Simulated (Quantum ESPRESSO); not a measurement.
**Collinear magnetic orders of SiNi with Quantum ESPRESSO**

Aim: find out which collinear order of SiNi costs least.

Program: Quantum ESPRESSO 7.5. Level of theory: PBE; plane waves with GBRV 1.5 PBE potentials, no spin-orbit coupling. Results are calculated unless marked as measured.

**1. Set-up**

It takes space group Pnma (No. 62, orthorhombic). Conventional cell: a = 5.173 Å, b = 3.338 Å, c = 5.605 Å, α = 90.00°, β = 90.00°, γ = 90.00°. Nearest to Si lie 6 Ni at 2.28 to 2.40 Å. Ni has 6 Si at 2.28 to 2.40 Å nearest. Farther neighbours are not listed.

The cell comes from the Crystallography Open Database.

**2. Start 1: ferro ++++**

The signs are those of the starting moments on the seeded atoms, the atoms that are given a moment.

File pw.in:

```
&CONTROL
  calculation = 'scf'
  prefix = 'pwscf'
  outdir = './tmp'
  pseudo_dir = './pseudo'
  disk_io = 'nowf'
/
&SYSTEM
  ibrav = 0
  celldm(1) = 8
  nat = 8
  ntyp = 2
  ecutwfc = 40
  ecutrho = 280
  nbnd = 59
  occupations = 'smearing'
  smearing = 'fd'
  degauss = 0.00367493
  nspin = 2
  starting_magnetization(1) = 0
  starting_magnetization(2) = 0.0556
/
&ELECTRONS
  conv_thr = 1.6d-08
  electron_maxstep = 150
  mixing_beta = 0.3
/
ATOMIC_SPECIES
Si     28.0850 si_pbe_v1.uspp.F.UPF
Ni     58.6934 ni_pbe_v1.4.uspp.F.UPF
CELL_PARAMETERS alat
   1.2219677769127    0.0000000000000    0.0000000000000
   0.0000000000000    0.7885118470767    0.0000000000000
   0.0000000000000    0.0000000000000    1.3239657444894
ATOMIC_POSITIONS crystal
Si      0.3212800000    0.7500000000    0.0825000000
Si      0.1787200000    0.2500000000    0.5825000000
Si      0.8212800000    0.7500000000    0.4175000000
Si      0.6787200000    0.2500000000    0.9175000000
Ni      0.0077900000    0.2500000000    0.1875200000
Ni      0.4922100000    0.7500000000    0.6875200000
Ni      0.5077900000    0.2500000000    0.3124800000
Ni      0.9922100000    0.7500000000    0.8124800000
K_POINTS automatic
6 10 6 0 0 0
```

Command:

```
> OMP_NUM_THREADS=1 mpirun -n 4 pw.x -nk 4 -in pw.in > pw.out
```

The program printed:

```text
Program PWSCF v.7.5 starts

     Message from routine setup:
     using ibrav=0 with symmetry is DISCOURAGED, use correct ibrav instead

     K-points division:     npool     =       4
     Subspace diagonalization in iterative solution of the eigenvalue problem:

     G-vector sticks info
     --------------------
     sticks:   dense  smooth     PW     G-vecs:    dense   smooth      PW
     Sum        1361     787    231                51577    22357    3769

     Using Slab Decomposition

     bravais-lattice index     =            0
     lattice parameter (alat)  =       8.0000  a.u.
     unit-cell volume          =     653.1526 (a.u.)^3
     number of atoms/cell      =            8
     number of atomic types    =            2
     number of electrons       =        88.00
     number of Kohn-Sham states=           59
     kinetic-energy cutoff     =      40.0000  Ry
     charge density cutoff     =     280.0000  Ry
     scf convergence threshold =      1.6E-08
     mixing beta               =       0.3000
     number of iterations used =            8  plain     mixing
     Exchange-correlation=  SLA  PW   PBX  PBC
                           (   1   4   3   4   0   0   0)

     celldm(1)=   8.000000  celldm(2)=   0.000000  celldm(3)=   0.000000
     celldm(4)=   0.000000  celldm(5)=   0.000000  celldm(6)=   0.000000

     crystal axes: (cart. coord. in units of alat)
               a(1) = (   1.221968   0.000000   0.000000 )
               a(2) = (   0.000000   0.788512   0.000000 )
               a(3) = (   0.000000   0.000000   1.323966 )

     reciprocal axes: (cart. coord. in units 2 pi/alat)
               b(1) = (  0.818352  0.000000  0.000000 )
               b(2) = (  0.000000  1.268212  0.000000 )
               b(3) = (  0.000000  0.000000  0.755307 )

     PseudoPot. # 1 for Si read from file:
     si_pbe_v1.uspp.F.UPF
     Pseudo is Ultrasoft + core correction, Zval =  4.0
     Generated by new atomic code, or converted to UPF format
     Using radial grid of  899 points,  6 beta functions with:
                l(1) =   0
                l(2) =   0
                l(3) =   1
                l(4) =   1
                l(5) =   2
                l(6) =   2
     Q(r) pseudized with  8 coefficients,  rinner =    0.900   0.900   0.900
                                                       0.900   0.900

     PseudoPot. # 2 for Ni read from file:
     ni_pbe_v1.4.uspp.F.UPF
     Pseudo is Ultrasoft + core correction, Zval = 18.0
     Generated by new atomic code, or converted to UPF format
     Using radial grid of  865 points,  6 beta functions with:
                l(1) =   0
                l(2) =   0
                l(3) =   1
                l(4) =   1
                l(5) =   2
                l(6) =   2
     Q(r) pseudized with 10 coefficients,  rinner =    0.980   0.980   0.980
                                                       0.980   0.980

     atomic species   valence    mass     pseudopotential
     Si                4.00    28.08500     Si( 1.00)
     Ni               18.00    58.69340     Ni( 1.00)

     Starting magnetic structure
     atomic species   magnetization
     Si              0.000
     Ni              0.056

      8 Sym. Ops., with inversion, found ( 6 have fractional translation)

   Cartesian axes

     site n.     atom                  positions (alat units)
         1        Si     tau(   1) = (   0.3925938   0.5913839   0.1092272  )
         2        Si     tau(   2) = (   0.2183901   0.1971280   0.7712100  )
         3        Si     tau(   3) = (   1.0035777   0.5913839   0.5527557  )
         4        Si     tau(   4) = (   0.8293740   0.1971280   1.2147386  )
         5        Ni     tau(   5) = (   0.0095191   0.1971280   0.2482701  )
         6        Ni     tau(   6) = (   0.6014648   0.5913839   0.9102529  )
         7        Ni     tau(   7) = (   0.6205030   0.1971280   0.4137128  )
         8        Ni     tau(   8) = (   1.2124486   0.5913839   1.0756957  )

     number of k points=    96  Fermi-Dirac smearing, width (Ry)=  0.0037
                       cart. coord. in units 2pi/alat
        k(    1) = (   0.0000000   0.0000000   0.0000000), wk =   0.0027778
        k(    2) = (   0.0000000   0.0000000   0.1258844), wk =   0.0055556
        k(    3) = (   0.0000000   0.0000000   0.2517689), wk =   0.0055556
        k(    4) = (   0.0000000   0.0000000  -0.3776533), wk =   0.0027778
        k(    5) = (   0.0000000   0.1268212   0.0000000), wk =   0.0055556
        [... 91 further k-points ...]

     Dense  grid:    51577 G-vectors     FFT dimensions: (  54,  36,  60)

     Smooth grid:    22357 G-vectors     FFT dimensions: (  40,  30,  48)

     Check: negative core charge=   -0.000008
     Generating pointlists ...
     new r_m :   0.2219 (alat units)  1.7756 (a.u.) for type    1
     new r_m :   0.2219 (alat units)  1.7756 (a.u.) for type    2

     Initial potential from superposition of free atoms

     starting charge      79.9973, renormalised to      88.0000
     Starting wfcs are   68 randomized atomic wfcs

     Self-consistent Calculation

     iteration #  1     ecut=    40.00 Ry     beta= 0.30
     Davidson diagonalization with overlap
     ethr =  1.00E-02,  avg # of iterations =  7.0

     total energy              =   -1347.19071473 Ry
     estimated scf accuracy    <     215.06528405 Ry

     total magnetization       =     0.25 Bohr mag/cell
     absolute magnetization    =     0.37 Bohr mag/cell

     iteration #  2     ecut=    40.00 Ry     beta= 0.30
     Davidson diagonalization with overlap
     ethr =  1.00E-02,  avg # of iterations =  3.0

     total energy              =   -1410.22859440 Ry
     estimated scf accuracy    <      59.59954587 Ry

     total magnetization       =     0.12 Bohr mag/cell
     absolute magnetization    =     0.17 Bohr mag/cell

     iteration #  3     ecut=    40.00 Ry     beta= 0.30
     Davidson diagonalization with overlap
     ethr =  1.00E-02,  avg # of iterations =  2.0

     total energy              =   -1411.63533113 Ry
     estimated scf accuracy    <      10.78504355 Ry

     total magnetization       =     0.14 Bohr mag/cell
     absolute magnetization    =     0.32 Bohr mag/cell

     [... further iterations left out ...]

     iteration # 14     ecut=    40.00 Ry     beta= 0.30
     Davidson diagonalization with overlap
     ethr =  3.76E-07,  avg # of iterations =  2.0

     total energy              =   -1411.78340617 Ry
     estimated scf accuracy    <       0.00002461 Ry

     total magnetization       =     0.00 Bohr mag/cell
     absolute magnetization    =     0.00 Bohr mag/cell

     iteration # 15     ecut=    40.00 Ry     beta= 0.30
     Davidson diagonalization with overlap
     ethr =  2.80E-08,  avg # of iterations =  2.0

     total energy              =   -1411.78340623 Ry
     estimated scf accuracy    <       0.00000629 Ry

     total magnetization       =     0.00 Bohr mag/cell
     absolute magnetization    =     0.00 Bohr mag/cell

     iteration # 16     ecut=    40.00 Ry     beta= 0.30
     Davidson diagonalization with overlap
     ethr =  7.14E-09,  avg # of iterations =  2.0

     total energy              =   -1411.78340720 Ry
     estimated scf accuracy    <       0.00000019 Ry

     total magnetization       =     0.00 Bohr mag/cell
     absolute magnetization    =     0.00 Bohr mag/cell

     iteration # 17     ecut=    40.00 Ry     beta= 0.30
     Davidson diagonalization with overlap
     ethr =  2.12E-10,  avg # of iterations =  3.9

     Magnetic moment per site  (integrated on atomic sphere of radius R)
     atom   1 (R=0.222)  charge=  1.6560  magn= -0.0000
     atom   2 (R=0.222)  charge=  1.6560  magn= -0.0000
     atom   3 (R=0.222)  charge=  1.6560  magn= -0.0000
     atom   4 (R=0.222)  charge=  1.6560  magn= -0.0000
     atom   5 (R=0.222)  charge= 16.3321  magn=  0.0000
     atom   6 (R=0.222)  charge= 16.3321  magn=  0.0000
     atom   7 (R=0.222)  charge= 16.3321  magn=  0.0000
     atom   8 (R=0.222)  charge= 16.3321  magn=  0.0000

     End of self-consistent calculation

     Number of k-points >= 100: set verbosity='high' to print the bands.

     the Fermi energy is    14.5689 ev

!    total energy              =   -1411.78340728 Ry
     estimated scf accuracy    <       0.00000001 Ry
     smearing contrib. (-TS)   =      -0.00132062 Ry
     internal energy E=F+TS    =   -1411.78208666 Ry

     The total energy is F=E-TS. E is the sum of the following terms:
     one-electron contribution =   -1049.16299941 Ry
     hartree contribution      =     572.34284383 Ry
     xc contribution           =    -160.05723161 Ry
     ewald contribution        =    -774.90469947 Ry

     total magnetization       =     0.00 Bohr mag/cell
     absolute magnetization    =     0.00 Bohr mag/cell

     convergence has been achieved in  17 iterations

=------------------------------------------------------------------------------=
   JOB DONE.
=------------------------------------------------------------------------------=
```

The job ended after 2.9 min (4 MPI ranks of Intel Xeon 6975P-C (Granite Rapids), shared host; peak memory 1 GiB; 12 min of CPU time).

The spin moment in the atom's sphere vanishes on all atoms.

Numbers from this step:

| Item | Value |
| --- | --- |
| smearing term TS | 0.01797 eV |
| magnetization | 0 μB |
| absolute magnetization | 0 μB |
| final state | non-magnetic |

**3. Run 2, typed as antiferro +−−+**

Changes to pw.in since step 2:

```diff
@@ -11,6 +11,6 @@
   nat = 8
-  ntyp = 2
+  ntyp = 3
   ecutwfc = 40
   ecutrho = 280
-  nbnd = 59
+  nbnd = 57
   occupations = 'smearing'
@@ -21,2 +21,3 @@
   starting_magnetization(2) = 0.0556
+  starting_magnetization(3) = -0.0556
 /
@@ -29,3 +30,4 @@
 Si     28.0850 si_pbe_v1.uspp.F.UPF
-Ni     58.6934 ni_pbe_v1.4.uspp.F.UPF
+Ni1    58.6934 ni_pbe_v1.4.uspp.F.UPF
+Ni2    58.6934 ni_pbe_v1.4.uspp.F.UPF
 CELL_PARAMETERS alat
@@ -39,6 +41,6 @@
 Si      0.6787200000    0.2500000000    0.9175000000
-Ni      0.0077900000    0.2500000000    0.1875200000
-Ni      0.4922100000    0.7500000000    0.6875200000
-Ni      0.5077900000    0.2500000000    0.3124800000
-Ni      0.9922100000    0.7500000000    0.8124800000
+Ni1     0.0077900000    0.2500000000    0.1875200000
+Ni2     0.4922100000    0.7500000000    0.6875200000
+Ni2     0.5077900000    0.2500000000    0.3124800000
+Ni1     0.9922100000    0.7500000000    0.8124800000
 K_POINTS automatic
```

The program printed:

```text
[banner, memory and clock lines left out]
Program PWSCF v.7.5 starts

     Message from routine setup:
     using ibrav=0 with symmetry is DISCOURAGED, use correct ibrav instead

     bravais-lattice index     =            0
     lattice parameter (alat)  =       8.0000  a.u.
     unit-cell volume          =     653.1526 (a.u.)^3
     number of atoms/cell      =            8
     number of atomic types    =            3
     number of electrons       =        88.00
     number of Kohn-Sham states=           57
     kinetic-energy cutoff     =      40.0000  Ry
     charge density cutoff     =     280.0000  Ry
     scf convergence threshold =      1.6E-08
     mixing beta               =       0.3000
     number of iterations used =            8  plain     mixing
     Exchange-correlation=  SLA  PW   PBX  PBC
                           (   1   4   3   4   0   0   0)

     celldm(1)=   8.000000  celldm(2)=   0.000000  celldm(3)=   0.000000
     celldm(4)=   0.000000  celldm(5)=   0.000000  celldm(6)=   0.000000

     crystal axes: (cart. coord. in units of alat)
               a(1) = (   1.221968   0.000000   0.000000 )
               a(2) = (   0.000000   0.788512   0.000000 )
               a(3) = (   0.000000   0.000000   1.323966 )

     reciprocal axes: (cart. coord. in units 2 pi/alat)
               b(1) = (  0.818352  0.000000  0.000000 )
               b(2) = (  0.000000  1.268212  0.000000 )
               b(3) = (  0.000000  0.000000  0.755307 )

     PseudoPot. # 1 for Si read from file:
     si_pbe_v1.uspp.F.UPF
     Pseudo is Ultrasoft + core correction, Zval =  4.0

     PseudoPot. # 2 for Ni read from file:
     ni_pbe_v1.4.uspp.F.UPF
     Pseudo is Ultrasoft + core correction, Zval = 18.0

     PseudoPot. # 3 for Ni read from file:
     ni_pbe_v1.4.uspp.F.UPF
     Pseudo is Ultrasoft + core correction, Zval = 18.0

     atomic species   valence    mass     pseudopotential
     Si                4.00    28.08500     Si( 1.00)
     Ni1              18.00    58.69340     Ni( 1.00)
     Ni2              18.00    58.69340     Ni( 1.00)

     Starting magnetic structure
     atomic species   magnetization
     Si              0.000
     Ni1             0.056
     Ni2            -0.056

      4 Sym. Ops., with inversion, found ( 2 have fractional translation)

   Cartesian axes

     site n.     atom                  positions (alat units)
         1        Si     tau(   1) = (   0.3925938   0.5913839   0.1092272  )
         2        Si     tau(   2) = (   0.2183901   0.1971280   0.7712100  )
         3        Si     tau(   3) = (   1.0035777   0.5913839   0.5527557  )
         4        Si     tau(   4) = (   0.8293740   0.1971280   1.2147386  )
         5        Ni1    tau(   5) = (   0.0095191   0.1971280   0.2482701  )
         6        Ni2    tau(   6) = (   0.6014648   0.5913839   0.9102529  )
         7        Ni2    tau(   7) = (   0.6205030   0.1971280   0.4137128  )
         8        Ni1    tau(   8) = (   1.2124486   0.5913839   1.0756957  )

     number of k points=   120  Fermi-Dirac smearing, width (Ry)=  0.0037

     Number of k-points >= 100: set verbosity='high' to print them.

     Dense  grid:    51577 G-vectors     FFT dimensions: (  54,  36,  60)

     Smooth grid:    22357 G-vectors     FFT dimensions: (  40,  30,  45)

     Check: negative core charge=   -0.000008
     Generating pointlists ...
     new r_m :   0.2219 (alat units)  1.7756 (a.u.) for type    1
     new r_m :   0.2219 (alat units)  1.7756 (a.u.) for type    2
     new r_m :   0.2219 (alat units)  1.7756 (a.u.) for type    3

     Initial potential from superposition of free atoms

     starting charge      79.9973, renormalised to      88.0000
     Starting wfcs are   68 randomized atomic wfcs

     Self-consistent Calculation

     iteration #  1     ecut=    40.00 Ry     beta= 0.30
     Davidson diagonalization with overlap
     ethr =  1.00E-02,  avg # of iterations =  6.9

     total energy              =   -1347.18414259 Ry
     estimated scf accuracy    <     215.06919766 Ry

     total magnetization       =     0.00 Bohr mag/cell
     absolute magnetization    =     0.44 Bohr mag/cell

     iteration #  2     ecut=    40.00 Ry     beta= 0.30
     Davidson diagonalization with overlap
     ethr =  1.00E-02,  avg # of iterations =  3.2

     total energy              =   -1410.23265643 Ry
     estimated scf accuracy    <      59.58260210 Ry

     total magnetization       =     0.00 Bohr mag/cell
     absolute magnetization    =     0.17 Bohr mag/cell

     [... further iterations left out ...]

     iteration # 16     ecut=    40.00 Ry     beta= 0.30
     Davidson diagonalization with overlap
     ethr =  2.51E-09,  avg # of iterations =  2.0

     total energy              =   -1411.78340715 Ry
     estimated scf accuracy    <       0.00000044 Ry

     total magnetization       =     0.00 Bohr mag/cell
     absolute magnetization    =     0.00 Bohr mag/cell

     iteration # 17     ecut=    40.00 Ry     beta= 0.30
     Davidson diagonalization with overlap
     ethr =  5.00E-10,  avg # of iterations =  2.0

     Magnetic moment per site  (integrated on atomic sphere of radius R)
     atom   1 (R=0.222)  charge=  1.6560  magn= -0.0000
     atom   2 (R=0.222)  charge=  1.6560  magn=  0.0000
     atom   3 (R=0.222)  charge=  1.6560  magn=  0.0000
     atom   4 (R=0.222)  charge=  1.6560  magn= -0.0000
     atom   5 (R=0.222)  charge= 16.3320  magn=  0.0000
     atom   6 (R=0.222)  charge= 16.3320  magn= -0.0000
     atom   7 (R=0.222)  charge= 16.3320  magn= -0.0000
     atom   8 (R=0.222)  charge= 16.3320  magn=  0.0000

     End of self-consistent calculation

     Number of k-points >= 100: set verbosity='high' to print the bands.

     the Fermi energy is    14.5691 ev

!    total energy              =   -1411.78340727 Ry
     estimated scf accuracy    <       0.00000001 Ry
     smearing contrib. (-TS)   =      -0.00132067 Ry
     internal energy E=F+TS    =   -1411.78208660 Ry

     The total energy is F=E-TS. E is the sum of the following terms:
     one-electron contribution =   -1049.15605170 Ry
     hartree contribution      =     572.33515022 Ry
     xc contribution           =    -160.05648565 Ry
     ewald contribution        =    -774.90469947 Ry

     total magnetization       =     0.00 Bohr mag/cell
     absolute magnetization    =     0.00 Bohr mag/cell

     convergence has been achieved in  17 iterations
```

Run time: 3.4 min. Hardware: 4 MPI ranks; peak memory 1.1 GiB; 13 min of CPU time.

The spin moment in the atom's sphere vanishes on all atoms.

This step gave:

| Item | Value |
| --- | --- |
| smearing term TS | 0.01797 eV |
| magnetization | 0 μB |
| absolute magnetization | 0 μB |
| final state | non-magnetic |

**4. Run 3, typed as antiferro ++−−**

Changes to pw.in since step 3:

```diff
@@ -42,5 +42,5 @@
 Ni1     0.0077900000    0.2500000000    0.1875200000
-Ni2     0.4922100000    0.7500000000    0.6875200000
+Ni1     0.4922100000    0.7500000000    0.6875200000
 Ni2     0.5077900000    0.2500000000    0.3124800000
-Ni1     0.9922100000    0.7500000000    0.8124800000
+Ni2     0.9922100000    0.7500000000    0.8124800000
 K_POINTS automatic
```

The program printed:

```text
     [... lines left out ...]
Program PWSCF v.7.5 starts
     [... lines left out ...]
     number of atoms/cell      =            8
     [... lines left out ...]
     number of electrons       =        88.00
     number of Kohn-Sham states=           57
     kinetic-energy cutoff     =      40.0000  Ry
     charge density cutoff     =     280.0000  Ry
     scf convergence threshold =      1.6E-08
     [... lines left out ...]
      4 Sym. Ops. (no inversion) found ( 3 have fractional translation)
     [... lines left out ...]
     number of k points=    96  Fermi-Dirac smearing, width (Ry)=  0.0037
     [... lines left out ...]
     iteration # 18     ecut=    40.00 Ry     beta= 0.30
     [... lines left out ...]
     Magnetic moment per site  (integrated on atomic sphere of radius R)
     atom   1 (R=0.222)  charge=  1.6560  magn=  0.0000
     atom   2 (R=0.222)  charge=  1.6560  magn=  0.0000
     atom   3 (R=0.222)  charge=  1.6560  magn= -0.0000
     atom   4 (R=0.222)  charge=  1.6560  magn= -0.0000
     atom   5 (R=0.222)  charge= 16.3321  magn=  0.0000
     atom   6 (R=0.222)  charge= 16.3321  magn=  0.0000
     atom   7 (R=0.222)  charge= 16.3321  magn= -0.0000
     atom   8 (R=0.222)  charge= 16.3321  magn= -0.0000
     [... lines left out ...]
     the Fermi energy is    14.5690 ev
!    total energy              =   -1411.78340728 Ry
     estimated scf accuracy    <          3.5E-09 Ry
     smearing contrib. (-TS)   =      -0.00132064 Ry
     [... lines left out ...]
     total magnetization       =    -0.00 Bohr mag/cell
     absolute magnetization    =     0.00 Bohr mag/cell
     convergence has been achieved in  18 iterations
```

Run time: 3.5 min. Hardware: 4 MPI ranks; peak memory 0.95 GiB.

The spin moment in the atom's sphere vanishes on all atoms.

Read from the output:

```yaml
smearing_term_ts: 0.01797 eV
magnetization: 0 μB
absolute_magnetization: 0 μB
final_state: non-magnetic
```

(Part 1 of 2 ends here.)

[Logs and program files are shortened in this print: banners, set-up blocks, solver, clock and traceback lines can be left out without a mark of their own.]

[Logs are printed without paths, hosts, clocks, repeated set-up lines and the standing remarks that a program may print on its own settings, such as how far it seeks lower states.]

[Hosts, paths, dates, database ids (printed as entryN), source tags and the programs' standing remarks are cut or masked in the printed files.]

[Where a cell is said to come from a database of computed structures, the database is the Materials Project.]
